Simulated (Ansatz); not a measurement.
# TaSi2N4 monolayer in a perpendicular field

Wanted: the out-of-plane response of the TaSi2N4 monolayer. A positive field points along +c.

Calculated with Ansatz 0.2.0; plane-wave DFT, PBE-D3(BJ), Ansatz PAW.

## Step 1: Starting point

The cell holds 7 atoms: 4 N, 2 Si and 1 Ta. Cell: a = 2.920 Å, b = 2.920 Å, c = 45.628 Å, α = 90.0°, β = 90.0°, γ = 120.0°. Vacuum lies along c.

Structure file:

```xyz
7
Lattice="2.9200 0.0000 0.0000 -1.4600 2.5288 0.0000 0.0000 0.0000 45.6276" Properties=species:S:1:pos:R:3
N     0.0000    0.0000   19.1500
Si    0.0000    1.6859   19.6194
N     0.0000    1.6859   21.3694
Ta    0.0000    0.0000   22.8138
N     0.0000    1.6859   24.2582
Si    0.0000    1.6859   26.0082
N     0.0000    0.0000   26.4776
```

## Step 2: Relaxation

The starting cell is a guess, so the in-plane lattice and the atoms are relaxed first, with the slab cut off from its images along the normal.

The input, input.yaml:

```yaml
crystal:
  lattice:
    - [2.92, 0.0, 0.0]
    - [-1.46, 2.5287941791, 0.0]
    - [0.0, 0.0, 45.6276474669]
  atoms:
    - { symbol: "N", position: [0.0, 0.0, 0.4197016735] }
    - { symbol: Si, position: [0.3333333333, 0.6666666667, 0.4299900032] }
    - { symbol: "N", position: [0.3333333333, 0.6666666667, 0.4683439421] }
    - { symbol: Ta, position: [0.0, 0.0, 0.5], spin: 1.0 }
    - { symbol: "N", position: [0.3333333333, 0.6666666667, 0.5316560579] }
    - { symbol: Si, position: [0.3333333333, 0.6666666667, 0.5700099968] }
    - { symbol: "N", position: [0.0, 0.0, 0.5802983265] }
  periodic: [true, true, false]
magnetization:
  spin_polarized: true
kpoints:
  mp_grid: { grid: [12, 12, 1] }
hamiltonian:
  xc: pbe
  dispersion: d3bj
scf:
  occupations: { method: fermi_dirac, width: 0.05 }
  convergence: { dr2_threshold: 1.0e-09 }
relax:
  f_tol: 0.004
  max_steps: 90
  cell: {}
output:
  write_potential: true
  write_density: true
  volumetric_format: npy
```

On the command line:

```sh
ansatz run input.yaml --threads 2 --pin off --max-ram 3072MiB --backend cpu --events-out ev --progress --plain --runs-dir out
```

Numbers of over 12 decimals in the logs are rounded to 6 here.

What it wrote:

```text
Warning: relax.cell: scf.convergence.dr2_threshold = 1e-9 eV is looser than the 2.3314109548e-10 eV advised for a relaxation that steers and ends on the stress (1e-10 eV for each atom of the cell: 7, times the square of relax.cell.stress_2d_tol = 0.05 N/m over 17.3 Å (the atoms' height at the walk's start and 5 Å past either face), 2.886e-2 GPa, over a crystal's default 0.05). What an SCF threshold leaves in a stress goes as its square root, and in the free energy as the threshold itself, and one threshold admits the most on a small cell: [figures from the program's tests cut] Set scf.convergence.dr2_threshold to 2.3314109548e-10 eV or tighter. [rest of the remark cut]
Engine: ansatz 0.2.0, aarch64-unknown-linux-gnu
Pseudopotentials: kind: paw
Pseudopotential: N, paw, valence charge 5, recommended cutoff 420 eV (normal), N.paw.azcp
Pseudopotential: Si, paw, valence charge 4, recommended cutoff 420 eV (normal), Si.paw.azcp
Pseudopotential: Ta, paw, valence charge 13, recommended cutoff 420 eV (normal), Ta.paw.azcp
Functional definition: PBE
  parameter kappa = 0.804
  parameter beta = 0.066725
  exchange = pbe_x(kappa = kappa, mu = beta*pi^2/3)
  correlation = pbe_c(beta = beta)
Crystal: 7 atoms, lattice volume = 336.918 Å³
Basis set: ecut = 420 eV, 6525 PW (Γ), exchange–correlation on 40×40×640 points (8 copies of the dense FFT grid, shifted against one another)
Bands: 28, of which v1, the nominal top of the filled ones, is band 21 counted from 1 (20 counted from 0)
Symmetry: 12 space group operations
Space group: P-6m2 (ITA 187), of the structure as read, at distance tolerance 7.0e-5 Å
Magnetic group: BNS 187.209 (UNI 1439), of the structure as read, at distance tolerance 7.0e-5 Å
k-points: 19 of 144 (time reversal used)
Non-local potential: N, projectors of the file, l = 0: 2, l = 1: 2, l = 2: 1
Non-local potential: Si, projectors of the file, l = 0: 2, l = 1: 2, l = 2: 2
Non-local potential: Ta, projectors of the file, l = 0: 3, l = 1: 2, l = 2: 2, l = 3: 1
PAW form: soft (Blöchl's): semilocal exchange-correlation on the pseudo side does not see the compensation charge
PAW one-centre angular grid: N, 110 points (default); XC on 64 Gauss nodes
PAW one-centre angular grid: Si, 110 points (default); XC on 64 Gauss nodes
PAW one-centre angular grid: Ta, 590 points (default); XC on 64 Gauss nodes
Initial density: superposition of atomic densities (neutral atoms: chi_scale 0, normalization atom)
Starting moments: Σ|m| = 1 μB on 1 of 7 sites
Initial wavefunctions: pseudopotential atomic-orbital guess
Functional: x = pbe(κ = 0.804, μ = 0.219515), c = pbe(β = 0.066725)
SCF iter   1: F=—  HF=-12755.171247 eV  |F-HF|=—  |Δ(HF+E_count)|=         —  Δρ=4.22e-2 (↑4.22e-2 ↓4.17e-2)  dr2=2.75e1  dr2_m=4.34e-2  M=0.741 μB ∫|m|=0.771 μB  β_m=0.30  ethr=3.10e-3  ⟨swp⟩=13.8  Hψ=9281  notcnv=0  defer=7
Mixer restart at iter 1: flushing history
preconditioner: auto → LDOS  [metal: Δε(μ)=0.046 eV  Ē_g=13.255 eV  σ=0.050 eV  W_gap=0.22  n_scr=26 (ndim 8)  ℏωp=11.6 eV  f_vac=0.752  D(μ)=1.22/eV (n_scr^D=10)]
spin=Collinear: LDOS preconditioning applied to the charge; magnetization (m = ρ↑ − ρ↓) channel mixes plain (no charge-response kernel on spin).
SCF iter   2: F=—  HF=-12748.600036 eV  |F-HF|=—  |Δ(HF+E_count)|=    6.57e0  Δρ=1.73e-2 (↑1.73e-2 ↓1.69e-2)  dr2=4.81e0  dr2_m=2.05e-2  M=0.744 μB ∫|m|=0.767 μB  β_m=0.39  ethr=3.10e-3  ⟨swp⟩=5.4  Hψ=3696  notcnv=0  defer=60
SCF iter   3: F=—  HF=-12747.587502 eV  |F-HF|=—  |Δ(HF+E_count)|=    1.01e0  Δρ=6.78e-3 (↑6.64e-3 ↓6.78e-3)  dr2=3.83e-1  dr2_m=5.26e-3  M=0.737 μB ∫|m|=0.748 μB  β_m=0.55  ethr=3.10e-3  ⟨swp⟩=4.8  Hψ=2945  notcnv=0  defer=61
SCF iter   4: F=—  HF=-12747.565087 eV  |F-HF|=—  |Δ(HF+E_count)|=   2.24e-2  Δρ=1.67e-3 (↑1.67e-3 ↓1.66e-3)  dr2=2.95e-2  dr2_m=7.73e-4  M=0.733 μB ∫|m|=0.737 μB  β_m=0.58  ethr=9.35e-4  ⟨swp⟩=3.2  Hψ=1967  notcnv=0  defer=61
SCF iter   5: F=—  HF=-12747.570054 eV  |F-HF|=—  |Δ(HF+E_count)|=         —  Δρ=6.06e-4 (↑6.06e-4 ↓5.68e-4)  dr2=1.01e-3  dr2_m=4.88e-4  M=0.710 μB ∫|m|=0.713 μB  β_m=0.58  ethr=7.20e-5  ⟨swp⟩=3.5  Hψ=2773  notcnv=0  defer=58
SCF iter   6: F=—  HF=-12747.570926 eV  |F-HF|=—  |Δ(HF+E_count)|=   8.71e-4  Δρ=3.27e-4 (↑3.15e-4 ↓3.27e-4)  dr2=2.85e-4  dr2_m=1.68e-4  M=0.710 μB ∫|m|=0.713 μB  β_m=0.79  ethr=2.47e-6  ⟨swp⟩=3.7  Hψ=2432  notcnv=0  defer=58
SCF iter   7: F=—  HF=-12747.571590 eV  |F-HF|=—  |Δ(HF+E_count)|=   6.65e-4  Δρ=6.27e-5 (↑6.27e-5 ↓6.19e-5)  dr2=1.30e-5  dr2_m=6.10e-6  M=0.713 μB ∫|m|=0.716 μB  β_m=0.89  ethr=6.94e-7  ⟨swp⟩=3.1  Hψ=2283  notcnv=0  defer=58
SCF iter   8: F=—  HF=-12747.571427 eV  |F-HF|=—  |Δ(HF+E_count)|=   1.63e-4  Δρ=2.90e-5 (↑2.29e-5 ↓2.90e-5)  dr2=2.43e-6  dr2_m=1.67e-6  M=0.716 μB ∫|m|=0.719 μB  β_m=0.95  ethr=3.17e-8  ⟨swp⟩=3.6  Hψ=2612  notcnv=0  defer=58
SCF iter   9: F=—  HF=-12747.571438 eV  |F-HF|=—  |Δ(HF+E_count)|=   1.07e-5  Δρ=1.69e-5 (↑1.40e-5 ↓1.69e-5)  dr2=3.52e-7  dr2_m=6.90e-7  M=0.719 μB ∫|m|=0.722 μB  β_m=0.97  ethr=5.93e-9  ⟨swp⟩=3.5  Hψ=2389  notcnv=0  defer=58
SCF iter  10: F=—  HF=-12747.571441 eV  |F-HF|=—  |Δ(HF+E_count)|=   2.77e-6  Δρ=7.31e-6 (↑5.77e-6 ↓7.31e-6)  dr2=4.29e-7  dr2_m=9.15e-8  M=0.722 μB ∫|m|=0.725 μB  β_m=0.86  ethr=8.58e-10  ⟨swp⟩=4.8  Hψ=2980  notcnv=0  defer=58
SCF iter  11: F=—  HF=-12747.571441 eV  |F-HF|=—  |Δ(HF+E_count)|=   2.01e-7  Δρ=2.48e-6 (↑1.99e-6 ↓2.48e-6)  dr2=3.38e-8  dr2_m=1.11e-8  M=0.723 μB ∫|m|=0.726 μB  β_m=0.84  ethr=8.58e-10  ⟨swp⟩=3.2  Hψ=2399  notcnv=0  defer=58
SCF iter  12: F=—  HF=-12747.571441 eV  |F-HF|=—  |Δ(HF+E_count)|=   1.49e-7  Δρ=8.56e-7 (↑8.56e-7 ↓6.71e-7)  dr2=4.76e-9  dr2_m=4.65e-10  M=0.723 μB ∫|m|=0.726 μB  β_m=0.78  ethr=8.25e-11  ⟨swp⟩=3.4  Hψ=2506  notcnv=0  defer=58
SCF iter  13: F=-12747.571441 eV  HF=-12747.571441 eV  |F-HF|=1.81e-8  |Δ(HF+E_count)|=   4.71e-8  Δρ=2.66e-7 (↑2.15e-7 ↓2.66e-7)  dr2=2.29e-10  dr2_m=8.98e-11  M=0.723 μB ∫|m|=0.727 μB  ethr=2.44e-12  ⟨swp⟩=10.7  Hψ=9773  notcnv=0
SCF 1 converged in 13 iterations: F = -12747.571441 eV  dr2 = 2.29e-10
  greatest PAW one-centre occupation: 0.999 electrons in one spin orbital (limit 2), on the Ta atom at site 3 (counted from 0), in its partial waves of l = 0
relax step   1: F+E_penalty+E_count = -12747.57144092 eV  Δ(F+E_penalty+E_count) = +0.000e0 eV  max|allowed force component| = 3.370e0 eV/Å  Δτ_max = 0.0000 Å  P = +2.599 N/m  Ω = 336.918 Å³  fix = [c, alpha, beta]  reactions: c +0.000 N/m  (13 SCF iters, accepted)
Crystal: 7 atoms, lattice volume = 339.841 Å³
[...]
relax step   8: F+E_penalty+E_count = -12748.35490420 eV  Δ(F+E_penalty+E_count) = +7.992e-5 eV  max|allowed force component| = 8.582e-5 eV/Å  Δτ_max = 0.0004 Å  P = +0.002 N/m  Ω = 344.008 Å³  energy of the carried Pulay correction = -9.390e-5 eV  fix = [c, alpha, beta]  reactions: c +0.000 N/m  (7 SCF iters, accepted)
iter 1 solved again at ethr=1.44e-7 eV; its pass at ethr=3.10e-3 eV (dr2=5.92e-5 eV) is discarded
SCF iter   1: F=—  HF=-12748.354797 eV  |F-HF|=—  |Δ(HF+E_count)|=         —  Δρ=5.13e-6 (↑5.13e-6 ↓5.08e-6)  dr2=9.25e-9  dr2_m=1.17e-10  M=0.694 μB ∫|m|=0.702 μB  β_m=0.65  ethr=1.44e-7  ⟨swp⟩=7.7  Hψ=16177  notcnv=0
eigensolver tolerance schedule: the retry pair's looser diagonalisation over-reported the residual by 6404.42 of it (diagonalisation noise at 0.43 of the residual, at the tolerance the schedule requests for it); recorded, not acted on — ethr = c·dr2/N_el stays at c = 1.0e-1
preconditioner: auto → LDOS  [metal: Δε(μ)=0.023 eV  Ē_g=12.330 eV  σ=0.050 eV  W_gap=0.11  n_scr=26 (ndim 8)  ℏωp=11.5 eV  f_vac=0.768  D(μ)=2.27/eV (n_scr^D=14)]
spin=Collinear: LDOS preconditioning applied to the charge; magnetization (m = ρ↑ − ρ↓) channel mixes plain (no charge-response kernel on spin).
SCF iter   2: F=—  HF=-12748.354964 eV  |F-HF|=—  |Δ(HF+E_count)|=   1.67e-4  Δρ=1.82e-6 (↑1.82e-6 ↓1.80e-6)  dr2=2.12e-9  dr2_m=6.84e-11  M=0.694 μB ∫|m|=0.702 μB  β_m=0.55  ethr=2.26e-11  ⟨swp⟩=6.4  Hψ=4457  notcnv=0
SCF iter   3: F=—  HF=-12748.354986 eV  |F-HF|=—  |Δ(HF+E_count)|=   2.15e-5  Δρ=8.21e-7 (↑8.21e-7 ↓8.14e-7)  dr2=3.05e-10  dr2_m=4.32e-11  M=0.694 μB ∫|m|=0.702 μB  β_m=0.63  ethr=5.18e-12  ⟨swp⟩=4.1  Hψ=2443  notcnv=0
iter 4 met the thresholds in force, and the SCF goes on: an eigenvalue changes by 2.30 meV, over its tolerance of 0.05 meV (output.eigenvalues, Limitations)
SCF iter   4: F=-12748.354997 eV  HF=-12748.354996 eV  |F-HF|=4.30e-7  |Δ(HF+E_count)|=   1.08e-5  Δρ=1.07e-7 (↑1.02e-7 ↓1.07e-7)  dr2=1.44e-11  dr2_m=1.64e-11  M=0.694 μB ∫|m|=0.702 μB  β_m=0.69  ethr=1.00e-12  ⟨swp⟩=17.4  Hψ=10619  notcnv=0
iter 5 met the thresholds in force, and the SCF goes on: an eigenvalue changes by 1.80 meV, over its tolerance of 0.05 meV (output.eigenvalues, Limitations)
SCF iter   5: F=-12748.354997 eV  HF=-12748.354997 eV  |F-HF|=6.33e-8  |Δ(HF+E_count)|=   3.67e-7  Δρ=6.23e-8 (↑5.38e-8 ↓6.23e-8)  dr2=2.91e-12  dr2_m=9.53e-12  M=0.694 μB ∫|m|=0.702 μB  β_m=1.00  ethr=1.00e-12  ⟨swp⟩=10.8  Hψ=7471  notcnv=0
Mixer restart at iter 5: flushing history
SCF iter   6: F=-12748.354997 eV  HF=-12748.354997 eV  |F-HF|=1.86e-10  |Δ(HF+E_count)|=   6.32e-8  Δρ=4.90e-8 (↑4.90e-8 ↓3.54e-8)  dr2=1.26e-11  dr2_m=4.56e-12  M=0.694 μB ∫|m|=0.702 μB  ethr=1.00e-12  ⟨swp⟩=10.5  Hψ=7586  notcnv=0
SCF 9 converged in 6 iterations: F = -12748.354997 eV  dr2 = 1.26e-11
relax step   9: F+E_penalty+E_count = -12748.35499677 eV  Δ(F+E_penalty+E_count) = -9.257e-5 eV  max|allowed force component| = 8.008e-5 eV/Å  Δτ_max = 0.0000 Å  P = +0.003 N/m  Ω = 344.008 Å³  fix = [c, alpha, beta]  reactions: c +0.000 N/m  stress off target by 2.91e-3 N/m on what of the cell is left free  SCF on the basis re-selected at this cell (its energy is not comparable with the rows above)  (6 SCF iters)
basis re-selected at this cell: Δ(F+E_penalty+E_count) = -9.257e-5 eV, ΔP = +0.001 N/m vs the last step (what re-selecting the basis moved, of the pressure what is left beyond the Pulay correction that the steps carried, after the strain that the cell walked since its last selection, with what the two solves' SCF thresholds leave and, on support functions, any second-order correction that the steps lacked; it is no m [...]
WARN: The output density's exchange-correlation potential varies sharply where the density is thin. Do not read a vacuum level from v_tot or v_xc, or from such a field of the output density. On a cell that repeats whose density bears no net charge and no dipole along the vacuum's axis use v_es (v_loc + v_h of the components); under efield.dipole_correction with no amplitude use v_es + v_field, which holds any externa [...]
SCF converged after 6 iterations
an eigenvalue changed by more than its tolerance at an iteration that met the thresholds in force, so the SCF went on 2 times, its first undamped step at iteration 5: the last check found none over its tolerance
Magnetization: 0.6944 μB (20.8472 up, 20.1528 down)
Absolute magnetization: 0.7024 μB (∫|ρ↑−ρ↓|, with the PAW one-centre terms)
Spin contamination: 0.0023 ħ² per cell (⟨S²⟩ above its minimum at these occupations)
Per-site moments (μB) at R_I (Å): [(0.00755843, 0.732819), (0.002697, 0.721586), (0.011293, 0.721586), (0.233465, 0.873377), (0.011293, 0.721586), (0.002697, 0.721586), (0.00755843, 0.732819)]
Free energy (F): -12748.354997 eV
Harris-Foulkes:  -12748.354997 eV  (|F-HF|=1.86e-10)
Internal energy: -12748.337525 eV  (E = F + TS)
E sigma→0 (E₀):  -12748.346261 eV
Entropy (-TS):   -0.017472 eV (-2.496 meV/atom)
Fermi energy:    -5.315108 eV
--- Per-component energies (eV) ---
  E_band       = -809.509126
  E_kinetic    = 990.489818
  E_local      = -177903.077425  (includes V_loc(G=0)·N_el)
  E_nonlocal   = 244.573354
  E_hartree    = 88332.827914
  E_xc         = -574.644568
  E_vxc        = -610.472932  (∫ρ·V_xc dr)
  E_paw        = -9933.108594  (= ΣΔE_a)
  E_vpaw       = -196.678025  (= ΣTr[D̂ρ^β])
  E_aug_tail   = 0.000614  (compensation charges beyond the density's cutoff)
  E_ewald      = 86096.403327
  E_disp       = -1.801965  (pairwise vdW)
  E_smearing   = -0.017472  (= −TS)
  E_closure    = -0.000000  (closes the sum)
  Σ components = -12748.354997   (vs F -12748.354997, Δ=0.00e0)
--- Forces (eV/Å), atoms counted from 1 ---
  atom   1  N     -0.00000000    -0.00000000    -0.00005432
  atom   2  Si     0.00000000     0.00000000     0.00008008
  atom   3  N     -0.00000000    -0.00000000    -0.00000090
  atom   4  Ta    -0.00000000    -0.00000000     0.00000000
  atom   5  N     -0.00000000    -0.00000000     0.00000090
  atom   6  Si     0.00000000     0.00000000    -0.00008008
  atom   7  N     -0.00000000    -0.00000000     0.00005432
  max |Σ_I F_I| component: 8.14e-16 eV/Å
--- 2D stress c σ (N/m, compression-positive) ---
        0.002906      -0.000000       0.000000
        0.000000       0.002906       0.000000
        0.000000       0.000000       0.000000
  P = ½ c Tr σ = 0.0029 N/m
--- Band table (eV; the first three rows and the last of 38) ---
  k-point 0 ↑: bands = [... 17 lower, -7.6245, -7.5312, -7.5312, -4.7726, -1.6855, -1.6846, -1.6803, -1.6803, ... 3 higher]
  k-point 1 ↑: bands = [... 17 lower, -7.7947, -7.6664, -7.4191, -4.8378, -2.1202, -1.6532, -1.5748, -1.0184, ... 3 higher]
  k-point 2 ↑: bands = [... 17 lower, -8.0732, -8.0042, -7.4712, -5.2463, -2.1363, -1.5471, -1.4843, -0.3365, ... 3 higher]
  k-point 18 ↓: bands = [... 17 lower, -9.3404, -7.4289, -6.6513, -4.5013, -1.6272, -1.2515, 0.0707, 0.4231, ... 3 higher]
  the weakly bound empty levels are not read free of the cell's end (no_gap_told)
--- Relaxed structure (7 steps of the walk, 7 accepted, 2 SCFs on fresh bases) ---
  F+E_penalty+E_count = -12748.35499677 eV   max|allowed force component| = 8.008e-5 eV/Å   (the final SCF, on the basis selected at the relaxed cell)
  cell:  # Å, volume = 344.0075 Å³
    - [2.950561, 0, 0.0]
    - [-1.475281, 2.555261, 0.0]
    - [0.0, 0.0, 45.6276474669]
  atoms:
    - { symbol: N, position: [1.0573552618554984e-17, -5.1357255561990634e-17, 0.423056] }
    - { symbol: Si, position: [0.333333, 0.666667, 0.434105] }
    - { symbol: N, position: [0.333333, 0.666667, 0.472443] }
    - { symbol: Ta, position: [1.0573552618555015e-17, -5.1357255561990634e-17, 0.5] }
    - { symbol: N, position: [0.333333, 0.666667, 0.527557] }
    - { symbol: Si, position: [0.333333, 0.666667, 0.565895] }
    - { symbol: N, position: [1.0573552618554984e-17, -5.1357255561990634e-17, 0.576944] }
```

It took 7.1 min on 2 threads of Arm Neoverse N1, shared host; peak memory 0.72 GiB; 14 min of CPU time.

The steps of the relaxation:

```csv
step,energy less that of the first step (eV),largest force component (eV/Å),volume (Å³)
1,0.0000,3.3696,336.92
2,-0.7605,0.5729,339.84
3,-0.7757,0.2843,342.91
4,-0.7781,0.0577,343.94
5,-0.7783,0.0043,343.87
6,-0.7784,0.0001,343.86
7*,-0.7835,0.0002,343.86
8,-0.7835,0.0001,344.01
9*,-0.7836,0.0001,344.01
```

Relaxation steps marked * repeat the geometry before them on a plane-wave basis chosen anew for their cell, so energy and pressure can jump there.

Forces are held to the 12 operations that the run works with; a distortion that breaks them can't arise in this run.

```csv
cell as run,before,after,change
a (Å),2.920,2.951,+1.0 %
b (Å),2.920,2.951,+1.0 %
```

The atoms that moved most (Å, along periodic axes as changes of fractional coordinates times the final cell, across vacuum about the mean position):

```csv
atom,dx,dy,dz,length
Si6,0.000,0.000,-0.188,0.188
Si2,0.000,0.000,0.188,0.188
N3,0.000,0.000,0.187,0.187
N5,0.000,0.000,-0.187,0.187
N7,0.000,0.000,-0.153,0.153
N1,0.000,0.000,0.153,0.153
```

Final coordinates:

```xyz
7
Lattice="2.9506 0.0000 0.0000 -1.4753 2.5553 0.0000 0.0000 0.0000 45.6276" Properties=species:S:1:pos:R:3
N     0.0000    0.0000   19.3031
Si    0.0000    1.7035   19.8072
N     0.0000    1.7035   21.5565
Ta    0.0000    0.0000   22.8138
N     0.0000    1.7035   24.0712
Si    0.0000    1.7035   25.8205
N     0.0000    0.0000   26.3246
```

This step gave:

```
energy at zero smearing : -12748.3463 eV
total moment            : 0.6944 μB
site moments            : 0.007558, 0.002697, 0.01129, 0.2335, 0.01129, 0.002697, 0.007558 μB
```

Site moment by atom:

```csv
atom,site moment (μB)
N1,0.008
Si2,0.003
N3,0.011
Ta4,0.233
N5,0.011
Si6,0.003
N7,0.008
```

The lattice constant a goes from 2.920 to 2.951 Å.

(Part 1 of 3 ends here.)

[Logs are printed without paths, hosts, clocks, repeated set-up lines and the standing remarks that a program may print on its own settings, such as how far it seeks lower states.]

[Hosts, paths, dates, database ids (printed as entryN), source tags and the programs' standing remarks are cut or masked in the printed files.]

[Maps of the electrostatic potential energy from Ansatz leave out the sawtooth potential of an applied field or a dipole correction, so their vacuum need not be flat; planar profiles and work functions include it.]
